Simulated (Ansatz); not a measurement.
# I on Be(0001): change of the work function, part 2 of 4

Aim: the work function of Be(0001) at several coverages of I (hcp site), and the dipole that each adsorbate carries.

Ansatz 0.2.0; plane-wave DFT, PBE, Ansatz PAW.

So far, work function, upper face (eV): step 2 (the clean slab) 5.30.

## (3) The covered slab, k-mesh 5×5×1, coverage 0.111 ML

System of this step: I/Be(0001). The cell holds 37 atoms: 36 Be and 1 I. Its edges and angles: a = 6.870 Å, b = 6.870 Å, c = 25.512 Å, α = 90.0°, β = 90.0°, γ = 60.0°. Vacuum lies along c.

The clean slab as it ended is repeated in the plane and the adsorbate is set on one face; the cell's size fixes the coverage, and the k-mesh shrinks with it to keep the sampling density about even. Adsorbate and upper layers relax, since the dipole depends on the height.

Contents of input.yaml:

```yaml
crystal:
  lattice:
    - [6.8700000001, 0.0, 0.0]
    - [3.435, 5.949594524, 0.0]
    - [0.0, 0.0, 25.5119770977]
  atoms:
    - { symbol: Be, position: [0.2222222222, 0.2222222222, 0.3527754813] }
    - { symbol: Be, position: [0.0, 0.0, 0.4231038214] }
    - { symbol: Be, position: [0.2222222222, 0.2222222222, 0.493673835] }
    - { symbol: Be, position: [0.0, 0.0, 0.5655612216] }
    - { symbol: Be, position: [0.2222222222, 0.5555555556, 0.3527754813] }
    - { symbol: Be, position: [0.0, 0.3333333333, 0.4231038214] }
    - { symbol: Be, position: [0.2222222222, 0.5555555556, 0.493673835] }
    - { symbol: Be, position: [0.0, 0.3333333333, 0.5655612216] }
    - { symbol: Be, position: [0.2222222222, 0.8888888889, 0.3527754813] }
    - { symbol: Be, position: [0.0, 0.6666666667, 0.4231038214] }
    - { symbol: Be, position: [0.2222222222, 0.8888888889, 0.493673835] }
    - { symbol: Be, position: [0.0, 0.6666666667, 0.5655612216] }
    - { symbol: Be, position: [0.5555555556, 0.2222222222, 0.3527754813] }
    - { symbol: Be, position: [0.3333333333, 0.0, 0.4231038214] }
    - { symbol: Be, position: [0.5555555556, 0.2222222222, 0.493673835] }
    - { symbol: Be, position: [0.3333333333, 0.0, 0.5655612216] }
    - { symbol: Be, position: [0.5555555556, 0.5555555556, 0.3527754813] }
    - { symbol: Be, position: [0.3333333333, 0.3333333333, 0.4231038214] }
    - { symbol: Be, position: [0.5555555556, 0.5555555556, 0.493673835] }
    - { symbol: Be, position: [0.3333333333, 0.3333333333, 0.5655612216] }
    - { symbol: Be, position: [0.5555555556, 0.8888888889, 0.3527754813] }
    - { symbol: Be, position: [0.3333333333, 0.6666666667, 0.4231038214] }
    - { symbol: Be, position: [0.5555555556, 0.8888888889, 0.493673835] }
    - { symbol: Be, position: [0.3333333333, 0.6666666667, 0.5655612216] }
    - { symbol: Be, position: [0.8888888889, 0.2222222222, 0.3527754813] }
    - { symbol: Be, position: [0.6666666667, 0.0, 0.4231038214] }
    - { symbol: Be, position: [0.8888888889, 0.2222222222, 0.493673835] }
    - { symbol: Be, position: [0.6666666667, 0.0, 0.5655612216] }
    - { symbol: Be, position: [0.8888888889, 0.5555555556, 0.3527754813] }
    - { symbol: Be, position: [0.6666666667, 0.3333333333, 0.4231038214] }
    - { symbol: Be, position: [0.8888888889, 0.5555555556, 0.493673835] }
    - { symbol: Be, position: [0.6666666667, 0.3333333333, 0.5655612216] }
    - { symbol: Be, position: [0.8888888889, 0.8888888889, 0.3527754813] }
    - { symbol: Be, position: [0.6666666667, 0.6666666667, 0.4231038214] }
    - { symbol: Be, position: [0.8888888889, 0.8888888889, 0.493673835] }
    - { symbol: Be, position: [0.6666666667, 0.6666666667, 0.5655612216] }
    - { symbol: I, position: [0.2222222222, 0.2222222222, 0.6472245187] }
kpoints:
  mp_grid: { grid: [5, 5, 1] }
hamiltonian:
  xc: pbe
scf:
  occupations: { method: fermi_dirac, width: 0.1 }
  convergence: { dr2_threshold: 1.0e-08 }
efield:
  axis: 3
  dipole_correction: true
  ramp_position: 0.97
  ramp_width: 0.06
relax:
  f_tol: 0.02
  max_steps: 60
  constraints:
    - { sites: [0, 1, 4, 5, 8, 9, 12, 13, 16, 17, 20, 21, 24, 25, 28, 29, 32, 33] }
output:
  bader: true
  write_potential: true
  write_density: true
  volumetric_format: npy
```

On the command line:

```sh
$ ansatz run input.yaml --threads 4 --pin off --max-ram 6144MiB --backend cpu --events-out ev --progress --plain --runs-dir out
```

Numbers of over 12 decimals in the logs are rounded to 6 here.

The log of the run:

```text
[...]
Crystal: 37 atoms, lattice volume = 1042.769 Å³
Basis set: ecut = 420 eV, 20485 PW (Γ), exchange–correlation on 96×96×360 points (8 copies of the dense FFT grid, shifted against one another)
Bands: 82, of which v1, the nominal top of the filled ones, is band 45 counted from 1 (44 counted from 0)
Symmetry: 6 space group operations
[...]
k-points: 5 of 25 (time reversal used)
[...]
SCF iter   1: F=—  HF=-10843.980596 eV  |F-HF|=—  |Δ(HF+E_count)|=         —  Δρ=2.25e-3  dr2=2.27e-1  ethr=1.77e-3  p=0.263 e·Å  D=4.56e-2 V/Å  ΔV_dip=-1.16 eV  dr2_dipole=2.71e-3  V_vac-E_F(+/−)=4.18/5.35 eV  ⟨swp⟩=12.0  Hψ=3351  notcnv=0  defer=84
[...]
SCF iter   9: F=-10843.950108 eV  HF=-10843.950108 eV  |F-HF|=1.86e-8  |Δ(HF+E_count)|=   5.72e-8  Δρ=2.53e-7  dr2=8.33e-10  ethr=1.12e-11  p=0.240 e·Å  D=4.16e-2 V/Å  ΔV_dip=-1.06 eV  dr2_dipole=5.95e-11  V_vac-E_F(+/−)=4.21/5.27 eV  ⟨swp⟩=10.0  Hψ=2238  notcnv=0
SCF 1 converged in 9 iterations: F = -10843.950108 eV  dr2 = 8.33e-10
[...]
relax step   1: F+E_penalty+E_count = -10843.95010820 eV  Δ(F+E_penalty+E_count) = +0.000e0 eV  max|allowed force component| = 6.966e-1 eV/Å  Δτ_max = 0.0000 Å  (9 SCF iters, accepted)
[...]
SCF iter   1: F=—  HF=-10844.176240 eV  |F-HF|=—  |Δ(HF+E_count)|=         —  Δρ=2.59e-3  dr2=3.12e-1  ethr=2.96e-4  p=0.240 e·Å  D=4.16e-2 V/Å  ΔV_dip=-1.06 eV  dr2_dipole=5.32e-2  V_vac-E_F(+/−)=4.25/5.31 eV  ⟨swp⟩=2.0  Hψ=1676  notcnv=0  defer=106
[...]
eigensolver tolerance schedule calibrated: the retry pair's looser diagonalisation under-reported the residual by θ = 0.16 (0.15/decade); ethr = c·dr2/N_el runs at the constant in force after the calibration composes with the one it found (an armed cap, an earlier calibration), c = 4.3e-2
[...]
SCF iter   2: F=—  HF=-10844.135391 eV  |F-HF|=—  |Δ(HF+E_count)|=   4.08e-2  Δρ=1.57e-3  dr2=7.38e-2  ethr=1.52e-4  p=0.194 e·Å  D=3.37e-2 V/Å  ΔV_dip=-0.86 eV  dr2_dipole=2.00e-5  V_vac-E_F(+/−)=4.42/5.28 eV  ⟨swp⟩=2.2  Hψ=605  notcnv=0  defer=106
[...]
SCF iter   9: F=-10844.118806 eV  HF=-10844.118806 eV  |F-HF|=1.26e-8  |Δ(HF+E_count)|=   5.07e-8  Δρ=3.05e-7  dr2=2.68e-9  ethr=4.86e-12  p=0.194 e·Å  D=3.37e-2 V/Å  ΔV_dip=-0.86 eV  dr2_dipole=1.59e-10  V_vac-E_F(+/−)=4.41/5.27 eV  ⟨swp⟩=9.0  Hψ=2170  notcnv=0
SCF 2 converged in 9 iterations: F = -10844.118806 eV  dr2 = 2.68e-9
relax step   2: F+E_penalty+E_count = -10844.11880632 eV  Δ(F+E_penalty+E_count) = -1.687e-1 eV  max|allowed force component| = 2.184e-1 eV/Å  Δτ_max = 0.1019 Å  (9 SCF iters, accepted)
SCF iter   1: F=—  HF=-10844.170192 eV  |F-HF|=—  |Δ(HF+E_count)|=         —  Δρ=1.64e-3  dr2=9.48e-2  ethr=1.20e-3  p=0.194 e·Å  D=3.37e-2 V/Å  ΔV_dip=-0.86 eV  dr2_dipole=7.11e-3  V_vac-E_F(+/−)=4.42/5.28 eV  ⟨swp⟩=4.2  Hψ=1026  notcnv=0  defer=107
[...]
SCF iter   9: F=-10844.149432 eV  HF=-10844.149432 eV  |F-HF|=4.78e-9  |Δ(HF+E_count)|=   4.14e-8  Δρ=1.42e-7  dr2=5.70e-10  ethr=1.12e-11  p=0.210 e·Å  D=3.64e-2 V/Å  ΔV_dip=-0.93 eV  dr2_dipole=3.83e-12  V_vac-E_F(+/−)=4.34/5.27 eV  ⟨swp⟩=9.2  Hψ=2204  notcnv=0
SCF 3 converged in 9 iterations: F = -10844.149432 eV  dr2 = 5.70e-10
relax step   3: F+E_penalty+E_count = -10844.14943205 eV  Δ(F+E_penalty+E_count) = -3.063e-2 eV  max|allowed force component| = 9.194e-2 eV/Å  Δτ_max = 0.0709 Å  (9 SCF iters, accepted)
SCF iter   1: F=—  HF=-10844.153590 eV  |F-HF|=—  |Δ(HF+E_count)|=         —  Δρ=4.77e-4  dr2=7.67e-3  ethr=7.68e-5  p=0.210 e·Å  D=3.64e-2 V/Å  ΔV_dip=-0.93 eV  dr2_dipole=9.42e-4  V_vac-E_F(+/−)=4.34/5.27 eV  ⟨swp⟩=2.4  Hψ=829  notcnv=0  defer=106
[...]
SCF iter   7: F=-10844.151798 eV  HF=-10844.151798 eV  |F-HF|=1.16e-8  |Δ(HF+E_count)|=   8.06e-8  Δρ=3.01e-7  dr2=5.61e-9  ethr=1.12e-11  p=0.216 e·Å  D=3.76e-2 V/Å  ΔV_dip=-0.96 eV  dr2_dipole=1.13e-9  V_vac-E_F(+/−)=4.31/5.27 eV  ⟨swp⟩=8.2  Hψ=2495  notcnv=0
SCF 4 converged in 7 iterations: F = -10844.151798 eV  dr2 = 5.61e-9
relax step   4: F+E_penalty+E_count = -10844.15179836 eV  Δ(F+E_penalty+E_count) = -2.366e-3 eV  max|allowed force component| = 6.407e-3 eV/Å  Δτ_max = 0.0178 Å  (7 SCF iters, accepted)
NSCF: frozen V_eff on 5 k-points
[...]
SCF converged after 7 iterations
Free energy (F): -10844.151798 eV
[...]
Internal energy: -10843.821321 eV  (E = F + TS)
E sigma→0 (E₀):  -10843.986560 eV
Entropy (-TS):   -0.330477 eV (-8.932 meV/atom)
Fermi energy:    -0.929156 eV
Dipole field:    D = 0.037536 V/Å  (p = 0.216311 e·Å, saw-weighted, corrected)
Work function:   Φ+ = 4.3137 eV   Φ− = 5.2713 eV
[...]
--- Forces (eV/Å), atoms counted from 1 ---
  atom   1  Be     0.00000000     0.00000000    -0.33561673
  atom   2  Be     0.10754679     0.06209217     0.04819978
  atom   3  Be     0.00000000     0.00000000     0.00218439
  atom   4  Be     0.00066544     0.00038419     0.00459057
  atom   5  Be    -0.03738029    -0.02823848     0.00734302
  atom   6  Be    -0.08436004     0.04870529     0.24576577
  atom   7  Be    -0.00117215    -0.00640686     0.00137778
  atom   8  Be     0.00149925    -0.00086559    -0.00112219
  atom   9  Be     0.00576510     0.04649152     0.00734302
  atom  10  Be     0.00000000    -0.12418434     0.04819978
  atom  11  Be     0.00496243     0.00421855     0.00137778
  atom  12  Be     0.00000000    -0.00076839     0.00459057
  atom  13  Be    -0.04314539    -0.01825304     0.00734302
  atom  14  Be     0.00000000    -0.09741058     0.24576577
  atom  15  Be    -0.00613458     0.00218832     0.00137778
  atom  16  Be    -0.00000000     0.00173119    -0.00112219
  atom  17  Be     0.00000000     0.00000000    -0.22614768
  atom  18  Be     0.08436004     0.04870529     0.24576577
  atom  19  Be    -0.00000000     0.00000000    -0.00172053
  atom  20  Be    -0.00149925    -0.00086559    -0.00112219
  atom  21  Be    -0.00576510     0.04649152     0.00734302
  atom  22  Be    -0.03947641     0.02279172    -0.02655639
  atom  23  Be    -0.00496243     0.00421855     0.00137778
  atom  24  Be     0.00031364    -0.00018108     0.00024270
  atom  25  Be     0.04314539    -0.01825304     0.00734302
  atom  26  Be    -0.10754679     0.06209217     0.04819978
  atom  27  Be     0.00613458     0.00218832     0.00137778
  atom  28  Be    -0.00066544     0.00038419     0.00459057
  atom  29  Be     0.03738029    -0.02823848     0.00734302
  atom  30  Be     0.00000000    -0.04558343    -0.02655639
  atom  31  Be     0.00117215    -0.00640686     0.00137778
  atom  32  Be    -0.00000000     0.00036216     0.00024270
  atom  33  Be     0.00000000     0.00000000    -0.30227052
  atom  34  Be     0.03947641     0.02279172    -0.02655639
  atom  35  Be     0.00000000     0.00000000     0.00398331
  atom  36  Be    -0.00031364    -0.00018108     0.00024270
  atom  37  I     -0.00000000     0.00000000    -0.00601208
  max |Σ_I F_I| component: 8.57e-5 eV/Å
--- Band table (eV; the first three rows and the last of 5) ---
  k-point 0: bands = [... 41 lower, -1.1897, -1.1897, -0.7783, -0.5356, -0.5356, -0.4176, -0.1636, -0.1636, ... 33 higher]
  k-point 1: bands = [... 41 lower, -1.1872, -1.1302, -0.9875, -0.9624, -0.7285, -0.1807, 0.4592, 0.4816, ... 33 higher]
  k-point 2: bands = [... 41 lower, -1.5465, -1.1661, -1.1382, -1.0717, -1.0664, -0.5614, 0.2562, 0.8753, ... 33 higher]
  k-point 4: bands = [... 41 lower, -2.1537, -1.6289, -1.4141, -0.8291, -0.6062, -0.4603, 0.4277, 1.4180, ... 33 higher]
--- Relaxed structure (4 steps of the walk, 4 accepted, 0 SCFs on fresh bases) ---
  F+E_penalty+E_count = -10844.15179836 eV   max|allowed force component| = 6.407e-3 eV/Å
  atoms:
    - { symbol: Be, position: [0.222222, 0.222222, 0.3527754813] }
    - { symbol: Be, position: [-1.1111125783211256e-11, -1.1111125783211261e-11, 0.423104] }
    - { symbol: Be, position: [0.222222, 0.222222, 0.493573] }
    - { symbol: Be, position: [-0.00531146, -0.00531146, 0.562226] }
    - { symbol: Be, position: [0.222222, 0.555556, 0.3527754813] }
    - { symbol: Be, position: [2.2222168549745902e-11, 0.333333, 0.423104] }
    - { symbol: Be, position: [0.220509, 0.556587, 0.493588] }
    - { symbol: Be, position: [-0.014436, 0.340551, 0.565049] }
    - { symbol: Be, position: [0.222222, 0.888889, 0.3527754813] }
    - { symbol: Be, position: [-1.1111167541599798e-11, 0.666667, 0.423104] }
    - { symbol: Be, position: [0.220509, 0.889571, 0.493588] }
    - { symbol: Be, position: [-0.00531146, 0.677290, 0.562226] }
    - { symbol: Be, position: [0.555556, 0.222222, 0.3527754813] }
    - { symbol: Be, position: [0.333333, 2.2222210308134444e-11, 0.423104] }
    - { symbol: Be, position: [0.556587, 0.220509, 0.493588] }
    - { symbol: Be, position: [0.340551, -0.014436, 0.565049] }
    - { symbol: Be, position: [0.555556, 0.555556, 0.3527754813] }
    - { symbol: Be, position: [0.333333, 0.333333, 0.423104] }
    - { symbol: Be, position: [0.555556, 0.555556, 0.492061] }
    - { symbol: Be, position: [0.340551, 0.340551, 0.565049] }
    - { symbol: Be, position: [0.555556, 0.888889, 0.3527754813] }
    - { symbol: Be, position: [0.333333, 0.666667, 0.423104] }
    - { symbol: Be, position: [0.556587, 0.889571, 0.493588] }
    - { symbol: Be, position: [0.335927, 0.665370, 0.563361] }
    - { symbol: Be, position: [0.888889, 0.222222, 0.3527754813] }
    - { symbol: Be, position: [0.666667, -1.1111125783211261e-11, 0.423104] }
    - { symbol: Be, position: [0.889571, 0.220509, 0.493588] }
    - { symbol: Be, position: [0.677290, -0.00531146, 0.562226] }
    - { symbol: Be, position: [0.888889, 0.555556, 0.3527754813] }
    - { symbol: Be, position: [0.666667, 0.333333, 0.423104] }
    - { symbol: Be, position: [0.889571, 0.556587, 0.493588] }
    - { symbol: Be, position: [0.665370, 0.335927, 0.563361] }
    - { symbol: Be, position: [0.888889, 0.888889, 0.3527754813] }
    - { symbol: Be, position: [0.666667, 0.666667, 0.423104] }
    - { symbol: Be, position: [0.888889, 0.888889, 0.490925] }
    - { symbol: Be, position: [0.665370, 0.665370, 0.563361] }
    - { symbol: I, position: [0.222222, 0.222222, 0.647742] }
--- Bader charges: 37 sites ---
  site symbol  charge [e]  shift [e] shared [e]
     0     Be     -0.1949     0.0005    -0.2101
     1     Be      0.6851     0.0005     0.0688
     2     Be     -1.6021     0.0002    -1.6871
     3     Be      0.9425     0.0002     0.5982
     4     Be      0.2378     0.0002     0.2179
     5     Be      0.5297     0.0001     0.1147
     6     Be      0.5836     0.0000     0.1843
     7     Be     -0.8582     0.0072    -0.8582
     8     Be      0.2378     0.0002     0.2179
     9     Be      0.6845     0.0005     0.0687
    10     Be      0.5838     0.0000     0.1845
    11     Be      0.9424     0.0003     0.5981
    12     Be      0.2378     0.0002     0.2178
    13     Be      0.5297     0.0001     0.1147
    14     Be      0.5836     0.0000     0.1843
    15     Be     -0.8582     0.0072    -0.8582
    16     Be     -0.3390     0.0004    -0.3582
    17     Be      0.5296     0.0001     0.1147
    18     Be      0.6209     0.0001    -0.0688
    19     Be     -0.8586     0.0072    -0.8586
    20     Be      0.2378     0.0002     0.2179
    21     Be      0.6683     0.0000     0.0225
    22     Be      0.5835     0.0000     0.1843
    23     Be      0.5825     0.0068     0.5603
    24     Be      0.2378     0.0002     0.2178
    25     Be      0.6846     0.0005     0.0688
    26     Be      0.5838     0.0000     0.1845
    27     Be      0.9425     0.0003     0.5981
    28     Be      0.2378     0.0002     0.2179
    29     Be      0.6683     0.0000     0.0225
    30     Be      0.5835     0.0000     0.1843
    31     Be      0.5825     0.0068     0.5603
    32     Be     -0.3205     0.0005    -0.3397
    33     Be      0.6689     0.0000     0.0225
    34     Be      0.8425     0.0017    -0.5335
    35     Be      0.5825     0.0068     0.5603
    36      I     -0.7335     0.0001    -0.7344
  maxima off the nuclei: 16, with 10.8505 electrons
  on the straight line to a nucleus their density falls by 2.5e-4 to 1.0e-2 of itself; PAW files or a low cutoff
  can make one that falls by little (a run on other files and one at a higher cutoff tell): if they did, read the shared
  charge, to which what the maxima have on the atom's side is counted
  estimated error of the sums over rays = 7.9e-4 e
```

Elapsed: 9.9 min, on 4 threads of Arm Neoverse N1, shared host; peak memory 2 GiB; 40 min of CPU time.

Relaxation path:

```tsv
step	energy less that of the first step (eV)	largest force component (eV/Å)
1	0.0000	0.6966
2	-0.1687	0.2184
3	-0.1993	0.0919
4	-0.2017	0.0064
```

Forces are held to the 6 operations that the run works with; a distortion that breaks them can't arise in this run.

The atoms that moved most (Å):

```tsv
atom	dx	dy	dz	length
Be12	0.000	0.063	-0.085	0.106
Be4	-0.055	-0.032	-0.085	0.106
Be28	0.055	-0.032	-0.085	0.106
Be8	-0.074	0.043	-0.013	0.087
Be16	0.000	-0.086	-0.013	0.087
Be20	0.074	0.043	-0.013	0.087
Be35	0.000	0.000	-0.070	0.070
Be32	0.000	0.015	-0.056	0.058
```

The relaxed structure:

```xyz
37
Lattice="6.8700 0.0000 0.0000 3.4350 5.9496 0.0000 0.0000 0.0000 25.5120" Properties=species:S:1:pos:R:3
Be    2.2900    1.3221    9.0000
Be    0.0000    0.0000   10.7942
Be    2.2900    1.3221   12.5920
Be   -0.0547   -0.0316   14.3435
Be    3.4350    3.3053    9.0000
Be    1.1450    1.9832   10.7942
Be    3.4268    3.3115   12.5924
Be    1.0706    2.0261   14.4155
Be    4.5800    5.2885    9.0000
Be    2.2900    3.9664   10.7942
Be    4.5706    5.2926   12.5924
Be    2.2900    4.0296   14.3435
Be    4.5800    1.3221    9.0000
Be    2.2900    0.0000   10.7942
Be    4.5812    1.3119   12.5924
Be    2.2900   -0.0859   14.4155
Be    5.7250    3.3053    9.0000
Be    3.4350    1.9832   10.7942
Be    5.7250    3.3053   12.5534
Be    3.5094    2.0261   14.4155
Be    6.8700    5.2885    9.0000
Be    4.5800    3.9664   10.7942
Be    6.8794    5.2926   12.5924
Be    4.5934    3.9587   14.3724
Be    6.8700    1.3221    9.0000
Be    4.5800    0.0000   10.7942
Be    6.8688    1.3119   12.5924
Be    4.6347   -0.0316   14.3435
Be    8.0150    3.3053    9.0000
Be    5.7250    1.9832   10.7942
Be    8.0232    3.3115   12.5924
Be    5.7250    1.9986   14.3724
Be    9.1600    5.2885    9.0000
Be    6.8700    3.9664   10.7942
Be    9.1600    5.2885   12.5245
Be    6.8566    3.9587   14.3724
I     2.2900    1.3221   16.5252
```

Numbers from this step:

```
energy at zero smearing        : -10843.9866 eV
work function, upper face      : 4.314 eV
work function, lower face      : 5.271 eV
dipole along the normal        : 0.2163 e·Å
step between the vacuum levels : -0.9576 eV
```

Running mean over 1.794 Å of the planar mean; the ramp of the sawtooth is left out. Table of electron's electrostatic potential energy less the Fermi level by z:

```tsv
z (Å)	electron's electrostatic potential energy less the Fermi level (eV)
3	5.27
4	5.27
5	5.27
6	5.24
7	4.77
8	-0.00234
9	-5.95
10	-6.36
11	-6.49
12	-6.55
13	-6.49
14	-6.43
15	-4.15
16	1.84
17	2.71
18	3.79
19	4.29
20	4.31
21	4.31
22	4.31
```

The relaxation took 4 steps and lowered the energy by 0.20 eV; the largest force on the free atoms ends at 0.0064 eV/Å.

The covered face has 4.31 eV, -0.98 eV against the clean one; the bare back face has moved by -0.04 eV, a measure of how thin the slab is.

(Part 2 of 4 ends here.)

[Logs are printed without paths, hosts, clocks, repeated set-up lines and the standing remarks that a program may print on its own settings, such as how far it seeks lower states.]

[Hosts, paths, dates, database ids (printed as entryN), source tags and the programs' standing remarks are cut or masked in the printed files.]

[Maps of the electrostatic potential energy from Ansatz leave out the sawtooth potential of an applied field or a dipole correction, so their vacuum need not be flat; planar profiles and work functions include it.]
